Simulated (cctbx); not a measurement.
**Interatomic vectors of Ag2OsBr6**

Space group Fm-3m (no. 225), a = 10.0050 Å, b = 10.0050 Å, c = 10.0050 Å, α = 90.00°, β = 90.00°, γ = 90.00°, content Os4 Ag8 Br24.

The data are simulated with cctbx, not measured: Mo Kα, λ = 0.71073 Å, to d = 0.65 Å, 80 % of the full sphere, strongest reflection 70000 counts, noise from counting, a 3 % proportional error and a noise floor of 8 counts (s.d.); no absorption.

Patterson synthesis from sharpened amplitudes, origin scaled to 1000:

```text
Patterson group F m -3 m
      u       v       w   height  length (A)
  0.000   0.000   0.000   1000.0     0.00
  0.000   0.000   0.500    535.1     5.00
  0.000   0.250   0.250    529.1     3.54
  0.250   0.250   0.250    426.8     4.33
  0.000   0.000   0.245    307.7     2.45
  0.028   0.028   0.084     36.5     0.93
  0.000   0.000   0.094     34.8     0.94
  0.052   0.052   0.052     34.6     0.90
  0.093   0.250   0.250     22.1     3.66
  0.000   0.000   0.406     21.1     4.07
  0.000   0.158   0.248     20.8     2.94
  0.047   0.197   0.303     20.8     3.65
  0.163   0.225   0.225     19.1     3.58
  0.060   0.204   0.204     18.5     2.95
```

Q: Assign the vectors.

A peak at u stands for all pairs with xi − xj = u, with weight Σ ZiZj against Σ Z² = 70176 at the origin. Peak heights follow these weights only roughly, since form factors, motion and series ripples differ, all vectors within 0.55 Å of a peak are counted as merged into it though the farther ones add only part of their weight, and F(000) is left out, which lowers the whole map:

| u | v | w | shortest length (Å) | height | 1000 ΣZiZj/ΣZ² | pairs in the cell |
| --- | --- | --- | --- | --- | --- | --- |
| 0.000 | 0.000 | 0.500 | 5.00 | 535 | 671 | 24 × Br–Br, 8 × Ag–Ag |
| 0.000 | 0.250 | 0.250 | 3.54 | 529 | 654 | 16 × Ag–Br, 16 × Br–Br |
| 0.250 | 0.250 | 0.250 | 4.33 | 427 | 407 | 8 × Os–Ag |
| 0.000 | 0.000 | 0.245 | 2.45 | 308 | 303 | 8 × Os–Br |

The table stops at ten peaks or at a height of 45, below which ripples compete. In the model behind the data Os, the heaviest element, has 1 independent site: (0, 0, 0), up to an allowed shift of origin. No listed peak is a Os–Os vector, so the position follows from the cell content and the cross vectors. The whole model:

```
atom  mult.    x    y       z  Ueq (Å²)
 Os1      4    0    0       0    0.0049
 Ag1      8  1/4  1/4     3/4    0.0082
 Br1     24    0    0  0.7552    0.0100
```

This is a model crystal, built by substitution and not relaxed, with assumed displacement parameters.

[Logs are printed without paths, hosts, clocks, repeated set-up lines and the standing remarks that a program may print on its own settings, such as how far it seeks lower states.]
